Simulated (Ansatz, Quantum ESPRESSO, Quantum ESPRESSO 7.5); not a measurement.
# Tuning the work function of Ir(100)

Wanted: work-function changes of Ir(100) along a row of adsorbates.

Main program and level: Quantum ESPRESSO 7.5; plane-wave DFT, LDA, GBRV ultrasoft pseudopotentials (geometry by Ansatz 0.2.0 with PAW datasets; geometry under PBE).

The experiments to compare with:

“Anisotropic work function of elemental crystals” (2019, arxiv:1902.07811) quotes from earlier work for Ir (clean (100) face, which reconstructs): work function (clean (100) face, which reconstructs) 5.96 eV.

Report form: the programs' logs are mostly left out.

## Step 1: Set-up

The cell holds 5 atoms: 5 Ir. Cell: a = 2.715 Å, b = 2.715 Å, c = 23.680 Å, α = 90.0°, β = 90.0°, γ = 90.0°. It derives from Ir. Vacuum lies along c.

This is the clean slab. Each overlayer is one atom a surface cell, set on the hollow site and held there by symmetry.

This run has no spin polarisation although its electron count is odd. A spin-polarised state was not tried and may lie lower.

## Step 2: Geometry from Ansatz, clean face

A relaxation in Ansatz fixes the structure of this slab for the runs on it.

File input.yaml:

```yaml
crystal:
  lattice:
    - [2.7152900398, 0.0, 0.0]
    - [0.0, 2.7152900398, 0.0]
    - [0.0, 0.0, 23.68]
  atoms:
    - { symbol: Ir, position: [0.0, 0.0, 0.3378378378] }
    - { symbol: Ir, position: [0.5, 0.5, 0.4189189189] }
    - { symbol: Ir, position: [0.0, 0.0, 0.5] }
    - { symbol: Ir, position: [0.5, 0.5, 0.5810810811] }
    - { symbol: Ir, position: [0.0, 0.0, 0.6621621622] }
kpoints:
  mp_grid: { grid: [10, 10, 1] }
hamiltonian:
  xc: pbe
scf:
  occupations: { method: fermi_dirac, width: 0.1 }
  convergence: { dr2_threshold: 1.0e-08 }
efield:
  axis: 3
  dipole_correction: true
  ramp_position: 0.97
  ramp_width: 0.04
relax:
  f_tol: 0.01
  constraints: [{ sites: [0, 1, 2] }]
output:
  write_potential: true
  write_density: true
  volumetric_format: npy
```

Command:

```bash
> ansatz run input.yaml --threads 4 --pin off --max-ram 8192MiB --backend cpu --events-out ev --progress --plain --runs-dir out
```

Wall time 10 s (4 threads of Intel Xeon 6975P-C (Granite Rapids), shared host); peak memory 0.72 GiB; 37 s of CPU time.

Step by step:

```csv
step,energy less that of the first step (eV),largest force component (eV/Å)
1,0.0000,1.1487
2,-0.0098,1.0487
3,-0.0418,0.0353
4,-0.0418,0.0064
```

Forces are held to the 8 operations that the run works with; a distortion that breaks them can't arise in this run.

The atoms that moved most (Å):

```csv
atom,dx,dy,dz,length
Ir4,0.000,0.000,0.065,0.065
Ir5,0.000,0.000,-0.012,0.012
```

The relaxed structure:

```xyz
5
Lattice="2.7153 0.0000 0.0000 0.0000 2.7153 0.0000 0.0000 0.0000 23.6800" Properties=species:S:1:pos:R:3
Ir    0.0000    0.0000    8.0000
Ir    1.3576    1.3576    9.9200
Ir    0.0000    0.0000   11.8400
Ir    1.3576    1.3576   13.8252
Ir    0.0000    0.0000   15.6682
```

The relaxation lowers the energy by 8 meV an atom. Held were the atoms numbered 1, 2 and 3; the forces quoted are those on the free ones.

Read from the output:

| Quantity | Value |
| --- | --- |
| free energy | -59673.9741 eV |
| energy at zero smearing | -59673.8847 eV |
| smearing term TS | 0.1788 eV |
| Fermi energy | 7.134 eV |
| symmetry operations | 8 |
| work function of the upper face | 5.557 eV |
| work function of the lower face | 5.524 eV |
| dipole along the normal | -0.001314 e·Å |

## Step 3: SCF with pw.x, clean face

Open boundaries by another road: assume_isolated = 'esm' with bc1, the slab centred on z = 0.

Level of this step: plane-wave DFT, LDA, GBRV ultrasoft pseudopotentials (Quantum ESPRESSO 7.5).

File clean.esm.in:

```
&control
  prefix = 'clean.esm'
  outdir = './out'
  pseudo_dir = './pseudo'
  calculation = 'scf'
  tprnfor = .true.
/
&system
  ibrav = 0
  nat = 5
  ntyp = 1
  ecutwfc = 40
  ecutrho = 200
  occupations = 'smearing'
  smearing = 'mv'
  degauss = 0.02
  assume_isolated = 'esm'
  esm_bc = 'bc1'
/
&electrons
  conv_thr = 1e-07
  mixing_beta = 0.4
  electron_maxstep = 120
  mixing_mode = 'local-TF'
/
ATOMIC_SPECIES
  Ir  192.2170  ir_lda_v1.2.uspp.F.UPF
CELL_PARAMETERS angstrom
  2.71529003980000 0.00000000000000 0.00000000000000
  0.00000000000000 2.71529003980000 0.00000000000000
  0.00000000000000 0.00000000000000 23.68000000000000
ATOMIC_POSITIONS crystal
  Ir  0.000000000000 0.000000000000 -0.161913379812
  Ir  0.500000000000 0.500000000000 -0.080832298712
  Ir  0.000000000000 0.000000000000 0.000248782388
  Ir  0.500000000000 0.500000000000 0.084083191562
  Ir  -0.000000000000 0.000000000000 0.161913379812
K_POINTS automatic
  10 10 1 0 0 0
```

Command:

```bash
> OMP_NUM_THREADS=1 mpirun -n 4 pw.x -nk 4 -in clean.esm.in > clean.esm.out
```

It took 2.9 min on 4 MPI ranks; peak memory 0.59 GiB.

Numbers from this step:

```
free energy                                                    : -12369.9625 eV
Fermi energy                                                   : -5.906 eV
vacuum line at the lower end of the cell, over the Fermi level : 5.896 eV
vacuum line at the upper end of the cell, over the Fermi level : 5.916 eV
```

Electrostatic potential energy of an electron; zero at the Fermi level. Potential energy, planar mean against z:

```csv
z (Å),"potential energy, planar mean (eV)"
-11.5,5.90
-11.0,5.90
-10.5,5.90
-10.0,5.90
-9.5,5.90
-9.0,5.90
-8.5,5.90
-8.0,5.90
-7.5,5.89
-7.0,5.88
-6.5,5.85
-6.0,5.70
-5.5,5.13
-5.0,2.86
-4.5,-6.22
-4.0,-20.9
-3.5,-18.0
-3.0,-4.46
-2.5,-10.7
-2.0,-22.3
-1.5,-16.5
-1.0,-4.07
-0.5,-13.5
0.0,-22.6
0.5,-13.8
1.0,-3.18
1.5,-14.0
2.0,-22.7
2.5,-13.6
3.0,-5.31
3.5,-18.2
4.0,-21.1
4.5,-6.31
5.0,2.84
5.5,5.13
6.0,5.72
6.5,5.87
7.0,5.90
7.5,5.91
8.0,5.91
8.5,5.92
9.0,5.92
9.5,5.92
10.0,5.92
10.5,5.92
11.0,5.92
11.5,5.92
```

The vacuum levels are read from the outermost 0.7 Å of the cell on either side.

The run needed 69 iterations to bring the estimated error under 1e-07 Ry; the largest force on any atom, held or free, is 1.49 eV/Å.

Inside the slab this potential holds the local part of the pseudopotentials, which can be repulsive at the nuclei; only its value in the vacuum has a meaning of its own.

## Step 4: Projected density of states, clean face

Projections on atomic orbitals tell which layers and orbitals hold the states near the zero of energy.

File clean.pdos.in:

```
&projwfc
  prefix = 'clean.esm'
  outdir = './out'
  filpdos = 'clean.pdos'
  Emin = -13.906
  Emax = -1.906
  DeltaE = 0.1
  ngauss = 0
  degauss = 0.01
/
```

Command:

```bash
> OMP_NUM_THREADS=1 mpirun -n 4 projwfc.x -in clean.pdos.in > clean.pdos.out
```

Wall time 1.8 s (4 MPI ranks); peak memory 0.1 GiB; 6 s of CPU time.

Numbers from this step:

| Quantity | Value |
| --- | --- |
| spilling of the projection | 9.00e-4 |

Projected DOS an atom over height of the atomic layer and energy from the Fermi level. Columns are the atomic layers from the bottom up.

Ten even steps from '_' (0.10 states/eV) to '@' (2.13 states/eV), each cell a mean:
```
**********
********++
##++==++##
##==----**
%%==--==##
@@==++==##
%%==++==%%
++::==::++
@@======%%
**++==++%%
++******++
**##@@##**
--==**==--
==****++==
--==--==::
--++--++==
::**--**--
--##==##--
::******--
..==++==..
__::==--__
__________
```
Columns: height of the atomic layer (Å) from -3.83 to 3.83; rows upwards: energy from the Fermi level (eV) from -8.00 to 1.20.

The atomic orbitals miss 0.1 % of the occupied states; for empty states the projections can miss much more.

## Step 5: Geometry from Ansatz, C overlayer

Level of this step: plane-wave DFT, PBE, Ansatz PAW (Ansatz 0.2.0).

System of this step: Ir(100), 5 layers, one monolayer of C on hollow sites. The cell holds 6 atoms: 5 Ir and 1 C. Its edges and angles: a = 2.715 Å, b = 2.715 Å, c = 26.680 Å, α = 90.0°, β = 90.0°, γ = 90.0°. It derives from Ir. Vacuum lies along c.

input.yaml, the sections that differ from step 2:

```yaml
crystal:
  lattice:
    - [2.7152900398, 0.0, 0.0]
    - [0.0, 2.7152900398, 0.0]
    - [0.0, 0.0, 26.68]
  atoms:
    - { symbol: Ir, position: [0.0, 0.0, 0.3110944528] }
    - { symbol: Ir, position: [0.5, 0.5, 0.3830584708] }
    - { symbol: Ir, position: [0.0, 0.0, 0.4550224888] }
    - { symbol: Ir, position: [0.5, 0.5, 0.5269865067] }
    - { symbol: Ir, position: [0.0, 0.0, 0.5989505247] }
    - { symbol: C, position: [0.5, 0.5, 0.6368511027] }
# kpoints, hamiltonian, scf, efield, relax, output: as in step 2
```

Command:

```bash
> ansatz run input.yaml --threads 4 --pin off --max-ram 8192MiB --backend cpu --events-out ev --progress --plain --runs-dir out
```

Elapsed: 17 s, on 4 threads; peak memory 0.76 GiB.

Step by step:

```csv
step,energy less that of the first step (eV),largest force component (eV/Å)
1,0.0000,2.8345
2,-0.2688,0.7514
3,-0.2992,0.5742
4,-0.3241,0.0906
5,-0.3247,0.0171
6,-0.3247,0.0059
```

The atoms that moved most (Å):

```csv
atom,dx,dy,dz,length
Ir5,0.000,0.000,0.270,0.270
C6,0.000,0.000,0.077,0.077
Ir4,0.000,0.000,-0.006,0.006
```

The relaxed structure:

```xyz
6
Lattice="2.7153 0.0000 0.0000 0.0000 2.7153 0.0000 0.0000 0.0000 26.6800" Properties=species:S:1:pos:R:3
Ir    0.0000    0.0000    8.3000
Ir    1.3576    1.3576   10.2200
Ir    0.0000    0.0000   12.1400
Ir    1.3576    1.3576   14.0540
Ir    0.0000    0.0000   16.2504
C     1.3576    1.3576   17.0685
```

The relaxation lowers the energy by 54 meV an atom. Held were the atoms numbered 1, 2 and 3; the forces quoted are those on the free ones.

Read from the output:

* free energy: -59923.1354 eV
* energy at zero smearing: -59923.0335 eV
* smearing term TS: 0.2037 eV
* Fermi energy: 6.223 eV
* work function of the upper face: 5.800 eV
* work function of the lower face: 5.531 eV
* dipole along the normal: -0.01099 e·Å

## Step 6: SCF with pw.x, C overlayer

Level of this step: plane-wave DFT, LDA, GBRV ultrasoft pseudopotentials (Quantum ESPRESSO 7.5).

File C.esm.in:

```
&control
  prefix = 'C.esm'
  outdir = './out'
  pseudo_dir = './pseudo'
  calculation = 'scf'
  tprnfor = .true.
/
&system
  ibrav = 0
  nat = 6
  ntyp = 2
  ecutwfc = 40
  ecutrho = 200
  occupations = 'smearing'
  smearing = 'mv'
  degauss = 0.02
  assume_isolated = 'esm'
  esm_bc = 'bc1'
/
&electrons
  conv_thr = 1e-07
  mixing_beta = 0.4
  electron_maxstep = 120
  mixing_mode = 'local-TF'
/
ATOMIC_SPECIES
  Ir  192.2170  ir_lda_v1.2.uspp.F.UPF
  C   12.0110  c_lda_v1.2.uspp.F.UPF
CELL_PARAMETERS angstrom
  2.71529003980000 0.00000000000000 0.00000000000000
  0.00000000000000 2.71529003980000 0.00000000000000
  0.00000000000000 0.00000000000000 26.68000000000000
ATOMIC_POSITIONS crystal
  Ir  0.000000000000 0.000000000000 -0.164327111844
  Ir  0.500000000000 0.500000000000 -0.092363093844
  Ir  0.000000000000 0.000000000000 -0.020399075844
  Ir  0.500000000000 0.500000000000 0.051339599766
  Ir  0.000000000000 0.000000000000 0.133662525863
  C   0.500000000000 0.500000000000 0.164327111844
K_POINTS automatic
  10 10 1 0 0 0
```

Command:

```bash
> OMP_NUM_THREADS=1 mpirun -n 4 pw.x -nk 4 -in C.esm.in > C.esm.out
```

The job ended after 88 s (4 MPI ranks; peak memory 0.69 GiB).

Read from the output:

| Item | Value |
| --- | --- |
| free energy | -12525.1263 eV |
| Fermi energy | -5.994 eV |
| vacuum line at the lower end of the cell, over the Fermi level | 5.901 eV |
| vacuum line at the upper end of the cell, over the Fermi level | 6.088 eV |

Electrostatic potential energy of an electron; zero at the Fermi level. Table of potential energy, planar mean by z:

```csv
z (Å),"potential energy, planar mean (eV)"
-13.0,5.90
-12.5,5.90
-12.0,5.90
-11.5,5.90
-11.0,5.90
-10.5,5.90
-10.0,5.90
-9.5,5.90
-9.0,5.90
-8.5,5.90
-8.0,5.90
-7.5,5.89
-7.0,5.85
-6.5,5.68
-6.0,5.02
-5.5,2.39
-5.0,-7.99
-4.5,-21.4
-4.0,-16.7
-3.5,-3.92
-3.0,-12.4
-2.5,-22.5
-2.0,-14.9
-1.5,-4.08
-1.0,-15.2
-0.5,-22.6
0.0,-12.3
0.5,-4.44
1.0,-17.5
1.5,-21.8
2.0,-8.60
2.5,-1.44
3.0,-11.8
3.5,-24.4
4.0,-22.6
4.5,-11.8
5.0,1.23
5.5,5.11
6.0,5.91
6.5,6.05
7.0,6.08
7.5,6.09
8.0,6.09
8.5,6.09
9.0,6.09
9.5,6.09
10.0,6.09
10.5,6.09
11.0,6.09
11.5,6.09
12.0,6.09
12.5,6.09
13.0,6.09
```

The covered face stands at 6.09 eV against 5.92 eV when clean.

Inside the slab this potential holds the local part of the pseudopotentials, which can be repulsive at the nuclei; only its value in the vacuum has a meaning of its own.

## Step 7: Projections on atomic orbitals, C overlayer

File C.pdos.in:

```
&projwfc
  prefix = 'C.esm'
  outdir = './out'
  filpdos = 'C.pdos'
  Emin = -13.994
  Emax = -1.994
  DeltaE = 0.1
  ngauss = 0
  degauss = 0.01
/
```

Command:

```bash
> OMP_NUM_THREADS=1 mpirun -n 4 projwfc.x -in C.pdos.in > C.pdos.out
```

Run time: 2.1 s. Hardware: 4 MPI ranks; peak memory 0.25 GiB; 7.5 s of CPU time.

Read from the output:

| Property | Result |
| --- | --- |
| spilling of the projection | 0.0012 |

Projected DOS an atom over height of the atomic layer and energy from the Fermi level. Columns are the atomic layers from the bottom up.

Values in states/eV, 22 rows by 6 columns, each cell a mean:
```
1.42 1.59 1.39 1.17 0.70 0.56
1.34 1.31 1.55 1.19 0.83 0.62
1.44 0.88 0.94 1.34 0.79 0.56
1.88 0.97 0.81 1.29 0.62 0.71
1.68 0.97 0.85 1.26 0.59 0.53
2.03 1.06 0.88 0.90 0.48 0.18
1.46 0.88 0.81 1.31 0.81 0.17
1.71 1.20 1.11 1.50 0.90 0.33
2.02 0.69 0.78 1.00 0.96 0.23
1.05 0.77 0.83 1.31 0.94 0.18
1.56 1.91 2.19 1.39 1.05 0.27
1.17 1.37 1.55 0.99 1.00 0.25
1.08 1.33 1.54 1.49 1.45 0.33
0.80 1.03 1.21 1.49 1.29 0.23
1.08 1.29 0.86 1.30 1.21 0.32
0.74 1.04 0.86 1.04 0.55 0.17
0.77 1.51 1.12 1.22 1.24 0.44
0.62 1.25 1.05 0.81 0.92 0.41
0.55 1.55 1.68 0.75 0.96 0.35
0.28 0.89 1.04 0.67 1.68 0.62
0.20 0.71 1.04 0.67 1.30 0.57
0.12 0.27 0.32 0.25 0.44 0.23
```
Columns: height of the atomic layer (Å) from -4.38 to 4.38 (not evenly spaced); rows upwards: energy from the Fermi level (eV) from -8.00 to 1.10.

The atomic orbitals miss 0.1 % of the occupied states; for empty states the projections can miss much more.

## Step 8: Geometry from Ansatz, O overlayer

Level of this step: plane-wave DFT, PBE, Ansatz PAW (Ansatz 0.2.0).

System of this step: Ir(100), 5 layers, one monolayer of O on hollow sites. The cell holds 6 atoms: 5 Ir and 1 O. Its edges and angles: a = 2.715 Å, b = 2.715 Å, c = 26.680 Å, α = 90.0°, β = 90.0°, γ = 90.0°. It derives from Ir. Vacuum lies along c.

input.yaml, as its differences from the input of step 5:

```diff
@@ -11,3 +11,3 @@
     - { symbol: Ir, position: [0.0, 0.0, 0.5989505247] }
-    - { symbol: C, position: [0.5, 0.5, 0.6368511027] }
+    - { symbol: O, position: [0.5, 0.5, 0.6279470696] }
 kpoints:
```

Command:

```bash
> ansatz run input.yaml --threads 4 --pin off --max-ram 8192MiB --backend cpu --events-out ev --progress --plain --runs-dir out
```

Elapsed: 19 s, on 4 threads; peak memory 0.76 GiB.

Relaxation path:

```csv
step,energy less that of the first step (eV),largest force component (eV/Å)
1,0.0000,4.0582
2,-0.6115,2.1126
3,-0.8714,1.1734
4,-0.9180,0.3120
5,-0.9222,0.0576
6,-0.9223,0.0096
```

The atoms that moved most (Å):

```csv
atom,dx,dy,dz,length
O6,0.000,0.000,0.455,0.455
Ir4,0.000,0.000,0.077,0.077
Ir5,0.000,0.000,0.053,0.053
```

The relaxed structure:

```xyz
6
Lattice="2.7153 0.0000 0.0000 0.0000 2.7153 0.0000 0.0000 0.0000 26.6800" Properties=species:S:1:pos:R:3
Ir    0.0000    0.0000    8.3000
Ir    1.3576    1.3576   10.2200
Ir    0.0000    0.0000   12.1400
Ir    1.3576    1.3576   14.1370
Ir    0.0000    0.0000   16.0331
O     1.3576    1.3576   17.2090
```

The relaxation lowers the energy by 154 meV an atom. Held were the atoms numbered 1, 2 and 3; the forces quoted are those on the free ones.

Numbers from this step:

- free energy: -60239.5213 eV
- energy at zero smearing: -60239.4249 eV
- smearing term TS: 0.1927 eV
- Fermi energy: 5.789 eV
- work function of the upper face: 6.845 eV
- work function of the lower face: 5.558 eV
- dipole along the normal: -0.05243 e·Å

## Step 9: SCF with pw.x, O overlayer

Level of this step: plane-wave DFT, LDA, GBRV ultrasoft pseudopotentials (Quantum ESPRESSO 7.5).

File O.esm.in:

```
&control
  prefix = 'O.esm'
  outdir = './out'
  pseudo_dir = './pseudo'
  calculation = 'scf'
  tprnfor = .true.
/
&system
  ibrav = 0
  nat = 6
  ntyp = 2
  ecutwfc = 40
  ecutrho = 200
  occupations = 'smearing'
  smearing = 'mv'
  degauss = 0.02
  assume_isolated = 'esm'
  esm_bc = 'bc1'
/
&electrons
  conv_thr = 1e-07
  mixing_beta = 0.4
  electron_maxstep = 120
  mixing_mode = 'local-TF'
/
ATOMIC_SPECIES
  Ir  192.2170  ir_lda_v1.2.uspp.F.UPF
  O   15.9990  o_lda_v1.2.uspp.F.UPF
CELL_PARAMETERS angstrom
  2.71529003980000 0.00000000000000 0.00000000000000
  0.00000000000000 2.71529003980000 0.00000000000000
  0.00000000000000 0.00000000000000 26.68000000000000
ATOMIC_POSITIONS crystal
  Ir  0.000000000000 0.000000000000 -0.166961126524
  Ir  0.500000000000 0.500000000000 -0.094997108524
  Ir  0.000000000000 0.000000000000 -0.023033090524
  Ir  0.500000000000 0.500000000000 0.051817605286
  Ir  0.000000000000 -0.000000000000 0.122884800756
  O   0.500000000000 0.500000000000 0.166961126524
K_POINTS automatic
  10 10 1 0 0 0
```

Command:

```bash
> OMP_NUM_THREADS=1 mpirun -n 4 pw.x -nk 4 -in O.esm.in > O.esm.out
```

Run time: 1.8 min. Hardware: 4 MPI ranks; peak memory 0.74 GiB; 7.4 min of CPU time.

Numbers from this step:

```
free energy                                                    : -12808.0292 eV
Fermi energy                                                   : -6.585 eV
vacuum line at the lower end of the cell, over the Fermi level : 5.913 eV
vacuum line at the upper end of the cell, over the Fermi level : 7.257 eV
```

Electrostatic potential energy of an electron; zero at the Fermi level. Potential energy, planar mean against z:

z (Å), potential energy, planar mean (eV) and a bar from the least value:
```
    -13.0        5.9 #############################
    -12.5        5.9 #############################
    -12.0        5.9 #############################
    -11.5        5.9 #############################
    -11.0        5.9 #############################
    -10.5        5.9 #############################
    -10.0        5.9 #############################
     -9.5        5.9 #############################
     -9.0        5.9 #############################
     -8.5        5.9 #############################
     -8.0        5.9 #############################
     -7.5        5.9 #############################
     -7.0        5.8 #############################
     -6.5        5.6 ############################
     -6.0        4.8 ############################
     -5.5        1.7 ########################
     -5.0      -10.6 ############
     -4.5      -21.9 #
     -4.0      -14.6 ########
     -3.5       -3.7 ###################
     -3.0      -14.7 ########
     -2.5      -22.5 
     -2.0      -12.6 ##########
     -1.5       -4.3 ##################
     -1.0      -17.2 #####
     -0.5      -22.0 
      0.0       -9.6 #############
      0.5       -3.8 ###################
      1.0      -17.3 #####
      1.5      -22.2 
      2.0      -10.0 #############
      2.5       -6.1 #################
      3.0      -20.5 ##
      3.5      -21.7 #
      4.0       -9.5 #############
      4.5       -7.8 ###############
      5.0        3.4 ##########################
      5.5        6.7 #############################
      6.0        7.2 ##############################
      6.5        7.2 ##############################
      7.0        7.3 ##############################
      7.5        7.3 ##############################
      8.0        7.3 ##############################
      8.5        7.3 ##############################
      9.0        7.3 ##############################
      9.5        7.3 ##############################
     10.0        7.3 ##############################
     10.5        7.3 ##############################
     11.0        7.3 ##############################
     11.5        7.3 ##############################
     12.0        7.3 ##############################
     12.5        7.3 ##############################
     13.0        7.3 ##############################
```

The covered face stands at 7.26 eV against 5.92 eV when clean.

Inside the slab this potential holds the local part of the pseudopotentials, which can be repulsive at the nuclei; only its value in the vacuum has a meaning of its own.

## Step 10: Projections on atomic orbitals, O overlayer

File O.pdos.in:

```
&projwfc
  prefix = 'O.esm'
  outdir = './out'
  filpdos = 'O.pdos'
  Emin = -14.585
  Emax = -2.585
  DeltaE = 0.1
  ngauss = 0
  degauss = 0.01
/
```

Command:

```bash
> OMP_NUM_THREADS=1 mpirun -n 4 projwfc.x -in O.pdos.in > O.pdos.out
```

The job ended after 2.4 s (4 MPI ranks; peak memory 0.25 GiB).

This step gave:

```
spilling of the projection : 0.0011
```

Projected DOS an atom over height of the atomic layer and energy from the Fermi level. Columns are the atomic layers from the bottom up.

Ten even steps from '_' (0.08 states/eV) to '@' (2.07 states/eV), each cell a mean:
```
**##****##--
##++++**@@==
**==----**::
@@++==--==::
%%--==--==::
@@==**++==::
**--==----..
##==++**==::
@@----==::..
++++++++++..
##@@%%**==::
++**%%##++--
====****++==
--==++++++--
++**++**++--
::==--++++--
--##======::
--##======..
::##**++==..
__--==++++::
__::--==++::
______....__
```
Columns: height of the atomic layer (Å) from -4.45 to 4.45 (not evenly spaced); rows upwards: energy from the Fermi level (eV) from -8.00 to 1.00.

The atomic orbitals miss 0.1 % of the occupied states; for empty states the projections can miss much more.

(Continued in part 2 of 2.)

[Logs are printed without paths, hosts, clocks, repeated set-up lines and the standing remarks that a program may print on its own settings, such as how far it seeks lower states.]

[Hosts, paths, dates, database ids (printed as entryN), source tags and the programs' standing remarks are cut or masked in the printed files.]

[Maps of the electrostatic potential energy from Ansatz leave out the sawtooth potential of an applied field or a dipole correction, so their vacuum need not be flat; planar profiles and work functions include it.]
